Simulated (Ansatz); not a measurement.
**Resistivity from frozen vibrations: Pb(111) with 4 thermally displaced layers, 2x2**

Wanted: the phonon-limited resistivity of Pb at 180 K by the Landauer route.

Method: Ansatz plane-wave DFT, PBE, PAW files; ballistic transport by layer matching (Landauer), zero bias; PAW set soft_1, in Ansatz 0.2.0.

This is a report of a sequence of runs, with most program output left out.

**1. The starting structure**

The cell holds 40 atoms: 40 Pb. Its edges and angles: a = 7.001 Å, b = 7.001 Å, c = 28.655 Å, α = 93.5°, β = 86.5°, γ = 120.0°. It derives from Pb. Regions: lead, 24 atoms (24 Pb); scattering region, 16 atoms (16 Pb). The structure is stacked along c, and the current runs across the ab planes.

**2. With 4 displaced layers**

Each atom of 4 layers is moved at random, by amounts drawn from a normal law 0.1076 Å wide in each direction from the Debye model (105 K) at 180 K. The layers about the cell's end stay perfect and serve as the lead. Disorder leaves little or no symmetry, which makes such runs dear. Energies from -0.05 to 0.05 eV in steps of 0.05 eV are too few for the program's thermal sum, so it prints no conductance; for a metal the transmission near the Fermi level serves, at a fraction of the cost.

File input.yaml:

```yaml
crystal:
  lattice:
    - [7.0014885046, 0.0, 0.0]
    - [-3.5007442523, 6.0634669093, 0.0]
    - [1.7503721261, -1.0105778182, 28.583457127]
  atoms:
    - { symbol: Pb, position: [0.9916666667, 0.0083333333, 0.05] }
    - { symbol: Pb, position: [0.9916666667, 0.5083333333, 0.05] }
    - { symbol: Pb, position: [0.4916666667, 0.0083333333, 0.05] }
    - { symbol: Pb, position: [0.4916666667, 0.5083333333, 0.05] }
    - { symbol: Pb, position: [0.1416666667, 0.3583333333, 0.15] }
    - { symbol: Pb, position: [0.1416666667, 0.8583333333, 0.15] }
    - { symbol: Pb, position: [0.6416666667, 0.3583333333, 0.15] }
    - { symbol: Pb, position: [0.6416666667, 0.8583333333, 0.15] }
[... 28 atom lines left out ...]
    - { symbol: Pb, position: [0.8416666667, 0.1583333333, 0.95] }
    - { symbol: Pb, position: [0.8416666667, 0.6583333333, 0.95] }
    - { symbol: Pb, position: [0.3416666667, 0.1583333333, 0.95] }
    - { symbol: Pb, position: [0.3416666667, 0.6583333333, 0.95] }
kpoints:
  mp_grid: { grid: [4, 4, 1] }
hamiltonian:
  xc: pbe
  pseudopotentials: { kind: paw, azcp: { folder: soft_1 } }
scf:
  occupations: { method: fermi_dirac, width: 0.1 }
output:
  transmission: { leads: [[0, 4]], kmesh: [8, 8], e_range: [-0.05, 0.05], de: 0.05 }
  write_potential: true
  write_density: true
  volumetric_format: npy
  elf: true
```

On the command line:

```
$ ansatz run input.yaml --threads 4 --pin off --max-ram 15360MiB --backend cpu --events-out ev --progress --plain --runs-dir out
```

Wall time 20 min (4 threads of Arm Neoverse V1, shared host); peak memory 7.6 GiB; 67 min of CPU time.

This step gave:

```yaml
free_energy: -476352.6867 eV
energy_at_zero_smearing: -476352.3643 eV
fermi_energy: 11.14 eV
cell_area: 42.45 Å²
transmission_per_spin_nearest_the_fermi_level: 4.232
open_channels_per_spin_nearest_the_fermi_level: 4.891
step_of_the_lead_s_potential: 7.8 meV
```

Per spin. The transmission, zone mean by energy, zero at the Fermi level:

| energy (eV) | transmission, zone mean |
| --- | --- |
| -0.0500 | 4.12 |
| 0.0000 | 4.23 |
| 0.0500 | 4.41 |

Per spin. Table of open channels, zone mean, lead by energy, zero at the Fermi level:

| energy (eV) | open channels, zone mean, lead |
| --- | --- |
| -0.0500 | 4.89 |
| 0.0000 | 4.89 |
| 0.0500 | 5.17 |

Transmission over k1 and k2. At 0.0000 eV from the Fermi level.

Values, 8 rows by 8 columns:
```
5.11 4.34 4.62 4.48 4.27 5.17 4.23 4.38
5.34 4.50 3.87 2.90 3.85 4.53 5.41 4.26
5.08 4.42 2.94 3.35 3.53 2.95 4.58 5.28
3.30 4.45 3.84 3.15 0.99 3.15 3.84 4.45
5.08 5.28 4.58 2.95 3.53 3.35 2.94 4.42
5.34 4.26 5.41 4.53 3.85 2.90 3.87 4.50
5.11 4.38 4.23 5.17 4.27 4.48 4.62 4.34
2.36 5.25 5.45 5.10 2.96 5.10 5.45 5.25
```
Columns: k1 (b1) from -0.5 to 0.375; rows upwards: k2 (b2) from -0.5 to 0.375.

Open channels over k1 and k2. At 0.0000 eV from the Fermi level.

Values, 8 rows by 8 columns:
```
6.00 5.00 5.00 5.00 5.00 6.00 6.00 6.00
6.00 5.00 4.00 3.00 4.00 5.00 6.00 6.00
6.00 5.00 3.00 4.00 4.00 3.00 5.00 6.00
4.00 5.00 4.00 4.00 1.00 4.00 4.00 5.00
6.00 6.00 5.00 3.00 4.00 4.00 3.00 5.00
6.00 6.00 6.00 5.00 4.00 3.00 4.00 5.00
6.00 6.00 6.00 6.00 5.00 5.00 5.00 5.00
4.00 6.00 6.00 6.00 4.00 6.00 6.00 6.00
```
Columns: k1 (b1) from -0.5 to 0.375; rows upwards: k2 (b2) from -0.5 to 0.375.

ELF in the ca plane at fractional y = 0.427, with atoms of Pb within 0.2 Å of it. It is the smooth field of the valence electrons, not physical close to the nuclei.

Values, 10 rows by 16 columns, each cell a mean:
```
0.27 0.30 0.24 0.40 0.37 0.28 0.37 0.33 0.22 0.31 0.23 0.22 0.31 0.26 0.36 0.33
0.25 0.28 0.24 0.40 0.39 0.25 0.28 0.24 0.25 0.38 0.29 0.27 0.39 0.29 0.24 0.31
0.21 0.20 0.17 0.31 0.31 0.27 0.37 0.33 0.24 0.34 0.27 0.24 0.35 0.27 0.23 0.26
0.21 0.19 0.11 0.18 0.21 0.33 0.15 0.31 0.24 0.25 0.19 0.15 0.24 0.23 0.36 0.37
0.21 0.21 0.16 0.27 0.25 0.31 0.27 0.35 0.25 0.23 0.16 0.11 0.17 0.23 0.33 0.12
0.27 0.29 0.25 0.40 0.37 0.24 0.35 0.32 0.25 0.34 0.25 0.16 0.24 0.22 0.36 0.33
0.25 0.28 0.25 0.41 0.40 0.21 0.19 0.16 0.27 0.40 0.31 0.23 0.35 0.25 0.24 0.30
0.21 0.20 0.19 0.34 0.32 0.26 0.37 0.28 0.22 0.35 0.27 0.20 0.33 0.24 0.23 0.27
0.21 0.18 0.13 0.21 0.24 0.34 0.26 0.38 0.20 0.21 0.15 0.13 0.21 0.21 0.36 0.37
0.21 0.21 0.17 0.29 0.28 0.34 0.13 0.35 0.21 0.19 0.13 0.13 0.22 0.25 0.33 0.12
```
Columns run along c (16.0 Å, from fractional 0.22 to 0.78 of the cell), rows up along a (7.0 Å). Atoms in or near the plane, at fractional coordinates: Pb at (0.45, 0.05), Pb at (0.45, 0.61), Pb at (0.75, 0.04), Pb at (0.75, 0.54).

Electrostatic potential energy in the ca plane at fractional y = 0.427, with atoms of Pb within 0.2 Å of it. With pseudopotentials it is smooth inside the atoms' cores, unlike the true potential.

Ten even steps from '0' (-30 eV) to '9' (14 eV), each cell a mean:
```
99999999854478985212689999999999988899961000
99889999731148998767899998889999877789986324
99889999731148999989999987678999865689998878
99999999863468999888999987678999865579999999
99999999987789997546899987778999877789999999
99999999999999984000489998889999988899998778
99999999999999971010169999999999999999985225
99999999999999971010069999999999999999851000
99999999999999983000279999999999999999840010
99999999887789997423689999999999999999850000
99889999753478999888899988889999999999973001
99889998620158999999999986678999999999997657
99999999730158999999999986578999988899999989
99999999864478999999999987778999988899999999
99999999987789998768999998889999998999999889
99999999999999984113799999999999999999987557
99999999999999961000389999999999999999972002
99999999999999850010279999999999999999840000
99999999987889861000389999999999999999840010
```
Columns run along c (16.0 Å, from fractional 0.22 to 0.78 of the cell; values clipped at the 3rd and 97th percentile), rows up along a (7.0 Å). Atoms in or near the plane, at fractional coordinates: Pb at (0.45, 0.05), Pb at (0.45, 0.61), Pb at (0.75, 0.04), Pb at (0.75, 0.54).

Valence density in the ca plane at fractional y = 0.427, with atoms of Pb within 0.2 Å of it. It is the smooth field of the valence electrons, not physical close to the nuclei.

Ten steps, logarithmic in the rise over the least value, from '0' (0.0 e/Å³) to '9' (7.3 e/Å³), each cell a mean:
```
11221111345542234676421111211000122221246887
12222112356653222343211122321111234321124665
11222112356653211222111123432111345432112332
11121111345542112222111124442111345432111111
11111001123322123454321123432111234321111111
11111000112211135787531112221101122221122332
11110000001111246899742111111000111111135665
11110000001111147999742111110000001111247887
11111000112111135788642111110000000111258998
11221111233321123566421112211000001111257998
11222112355542111233211123321000011111135776
11222112467653100111101134432100122211123444
11221112456653100010000134442101122221011222
11111111345542111111100123432100122221001111
11111001123321123443210112221000122211112221
11110000112211235776421011111000011111124443
11110000011111247898531000100000001111246776
11111000112111257998631000000000011111257998
11111101233322247898631001100000011111258998
```
Columns run along c (16.0 Å, from fractional 0.22 to 0.78 of the cell), rows up along a (7.0 Å). Atoms in or near the plane, at fractional coordinates: Pb at (0.45, 0.05), Pb at (0.45, 0.61), Pb at (0.75, 0.04), Pb at (0.75, 0.54).

Over the solved energies the transmission per spin lies between 4.12 and 4.41, out of 4.98 channels of the lead on average (up to 5.17).

**3. With 8 displaced layers**

Each atom of 8 layers is moved at random, by amounts drawn from a normal law 0.1076 Å wide in each direction from the Debye model (105 K) at 180 K. A fresh draw is used; the growth of the resistance with length is what counts.

System of this step: Pb(111) with 8 thermally displaced layers, 2x2. The cell holds 56 atoms: 56 Pb. Its edges and angles: a = 7.001 Å, b = 7.001 Å, c = 40.068 Å, α = 87.5°, β = 92.5°, γ = 120.0°. It derives from Pb. Regions: lead, 24 atoms (24 Pb); scattering region, 32 atoms (32 Pb). The structure is stacked along c, and the current runs across the ab planes.

File input.yaml:

```yaml
crystal:
  lattice:
    - [7.0014885046, 0.0, 0.0]
    - [-3.5007442523, 6.0634669093, 0.0]
    - [-1.7503721261, 1.0105778182, 40.0168399779]
  atoms:
    - { symbol: Pb, position: [0.005952381, 0.994047619, 0.0357142857] }
    - { symbol: Pb, position: [0.005952381, 0.494047619, 0.0357142857] }
    - { symbol: Pb, position: [0.505952381, 0.994047619, 0.0357142857] }
    - { symbol: Pb, position: [0.505952381, 0.494047619, 0.0357142857] }
    - { symbol: Pb, position: [0.1845238095, 0.3154761905, 0.1071428571] }
    - { symbol: Pb, position: [0.1845238095, 0.8154761905, 0.1071428571] }
    - { symbol: Pb, position: [0.6845238095, 0.3154761905, 0.1071428571] }
    - { symbol: Pb, position: [0.6845238095, 0.8154761905, 0.1071428571] }
[... 44 atom lines left out ...]
    - { symbol: Pb, position: [0.3273809524, 0.1726190476, 0.9642857143] }
    - { symbol: Pb, position: [0.3273809524, 0.6726190476, 0.9642857143] }
    - { symbol: Pb, position: [0.8273809524, 0.1726190476, 0.9642857143] }
    - { symbol: Pb, position: [0.8273809524, 0.6726190476, 0.9642857143] }
kpoints:
  mp_grid: { grid: [4, 4, 1] }
hamiltonian:
  xc: pbe
  pseudopotentials: { kind: paw, azcp: { folder: soft_1 } }
scf:
  occupations: { method: fermi_dirac, width: 0.1 }
output:
  transmission: { leads: [[0, 4]], kmesh: [8, 8], e_range: [-0.05, 0.05], de: 0.05 }
  write_potential: true
  write_density: true
  volumetric_format: npy
```

Wall time 32 min (4 threads); peak memory 9 GiB; 1.8 h of CPU time.

Numbers from this step:

```yaml
free_energy: -666893.2358 eV
energy_at_zero_smearing: -666892.7728 eV
fermi_energy: 11.18 eV
transmission_per_spin_nearest_the_fermi_level: 4.079
open_channels_per_spin_nearest_the_fermi_level: 5.172
step_of_the_lead_s_potential: 5.9 meV
```

Per spin. The transmission, zone mean by energy, zero at the Fermi level:

| energy (eV) | transmission, zone mean |
| --- | --- |
| -0.0500 | 3.93 |
| 0.0000 | 4.08 |
| 0.0500 | 4.12 |

Over the solved energies the transmission per spin lies between 3.93 and 4.12, out of 5.08 channels of the lead on average (up to 5.17).

**4. With 12 displaced layers**

Each atom of 12 layers is moved at random, by amounts drawn from a normal law 0.1076 Å wide in each direction from the Debye model (105 K) at 180 K. A fresh draw is used; the growth of the resistance with length is what counts.

System of this step: Pb(111) with 12 thermally displaced layers, 2x2. The cell holds 72 atoms: 72 Pb. Cell: a = 7.001 Å, b = 7.001 Å, c = 51.450 Å, α = 90.0°, β = 90.0°, γ = 120.0°. It derives from Pb. Regions: lead, 24 atoms (24 Pb); scattering region, 48 atoms (48 Pb). The structure is stacked along c, and the current runs across the ab planes.

File input.yaml:

```yaml
crystal:
  lattice:
    - [7.0014885046, 0.0, 0.0]
    - [-3.5007442523, 6.0634669093, 0.0]
    - [0.0, 0.0, 51.4502228287]
  atoms:
    - { symbol: Pb, position: [0.0, 0.0, 0.0277777778] }
    - { symbol: Pb, position: [0.0, 0.5, 0.0277777778] }
    - { symbol: Pb, position: [0.5, 0.0, 0.0277777778] }
    - { symbol: Pb, position: [0.5, 0.5, 0.0277777778] }
    - { symbol: Pb, position: [0.1666666667, 0.3333333333, 0.0833333333] }
    - { symbol: Pb, position: [0.1666666667, 0.8333333333, 0.0833333333] }
    - { symbol: Pb, position: [0.6666666667, 0.3333333333, 0.0833333333] }
    - { symbol: Pb, position: [0.6666666667, 0.8333333333, 0.0833333333] }
[... 60 atom lines left out ...]
    - { symbol: Pb, position: [0.3333333333, 0.1666666667, 0.9722222222] }
    - { symbol: Pb, position: [0.3333333333, 0.6666666667, 0.9722222222] }
    - { symbol: Pb, position: [0.8333333333, 0.1666666667, 0.9722222222] }
    - { symbol: Pb, position: [0.8333333333, 0.6666666667, 0.9722222222] }
kpoints:
  mp_grid: { grid: [4, 4, 1] }
hamiltonian:
  xc: pbe
  pseudopotentials: { kind: paw, azcp: { folder: soft_1 } }
scf:
  occupations: { method: fermi_dirac, width: 0.1 }
output:
  transmission: { leads: [[0, 4]], kmesh: [8, 8], e_range: [-0.05, 0.05], de: 0.05 }
  write_potential: true
  write_density: true
  volumetric_format: npy
```

It took 47 min on 4 threads; peak memory 10 GiB.

This step gave:

| Item | Value |
| --- | --- |
| free energy | -857433.7646 eV |
| energy at zero smearing | -857433.2229 eV |
| Fermi energy | 11.21 eV |
| transmission per spin nearest the Fermi level | 3.569 |
| step of the lead's potential | 9 meV |

Per spin. Transmission, zone mean against energy, zero at the Fermi level:

| energy (eV) | transmission, zone mean |
| --- | --- |
| -0.0500 | 3.49 |
| 0.0000 | 3.57 |
| 0.0500 | 3.62 |

Over the solved energies the transmission per spin lies between 3.49 and 3.62, out of 5.23 channels of the lead on average (up to 5.36).

**5. Resistance against length**

This step: Ansatz plane-wave DFT, PBE, PAW files; ballistic transport by layer matching (Landauer), zero bias; resistivity from the slope of the area resistance; PAW set soft_1 (Ansatz 0.2.0).

Numbers from this step:

```
resistivity           : 13.25 µΩ cm
intercept             : 0.01618 fΩ m²
scatter about the fit : 0.03000 fΩ m²
```

Resistance, by row:

| run | length (Å) | T | channels N | RA (fΩ m²) |
| --- | --- | --- | --- | --- |
| n4 | 11.43 | 4.253 | 4.984 | 0.1889 |
| n8 | 22.87 | 4.041 | 5.078 | 0.2768 |
| n12 | 34.3 | 3.561 | 5.234 | 0.4919 |

Area resistance against length of the displaced region:

| length of the displaced region (Å) | area resistance (fΩ m²) |
| --- | --- |
| 11.43 | 0.189 |
| 22.87 | 0.277 |
| 34.30 | 0.492 |

The area resistance goes from 0.19 to 0.49 fΩ m² between 11 and 34.3 Å, a slope of 13 µΩ cm.

By hand from the end points: (0.4919 − 0.1889) fΩ m² / (34.30 − 11.4) Å = 13 µΩ cm, since 1 fΩ m² per Å is 1000 µΩ cm.

**6. Summary of results**

| Item | Value |
| --- | --- |
| resistivity from the slope | 13.3 µΩ cm |
| area resistance over 11.4 Å | 0.189 fΩ m² |
| area resistance over 22.9 Å | 0.277 fΩ m² |
| area resistance over 34.3 Å | 0.492 fΩ m² |

The slope gives 13 µΩ cm. The points scatter by 0.030 fΩ m² about the line, with one random draw a length in a 2x2 cell, so the slope is a rough value. The mean square of the displacements drawn is 0.78, 0.99 and 1.2 of the nominal one at the three lengths; with each resistance scaled back by that, the slope is 7.7 µΩ cm, the value used below. The lead's own channel count moves between the runs (4.98, 5.08 and 5.23), which shifts RA and the slope too. Read with a model of isotropic scattering on a spherical Fermi surface and the lead's 0.91×10¹⁵ S/m², this slope means a mean free path near 121 Å; over these lengths the model's slope is 1.12 times its bulk resistivity, which would be 6.8 µΩ cm. Uncorrelated displacements put too much weight on short waves, which scatter strongly; with the sideways repeat of a small cell, one draw and three short lengths, the method is good to a factor of two or three. Spin-orbit coupling is left out, which matters for Pb.

[Logs are printed without paths, hosts, clocks, repeated set-up lines and the standing remarks that a program may print on its own settings, such as how far it seeks lower states.]

[Hosts, paths, dates, database ids (printed as entryN), source tags and the programs' standing remarks are cut or masked in the printed files.]
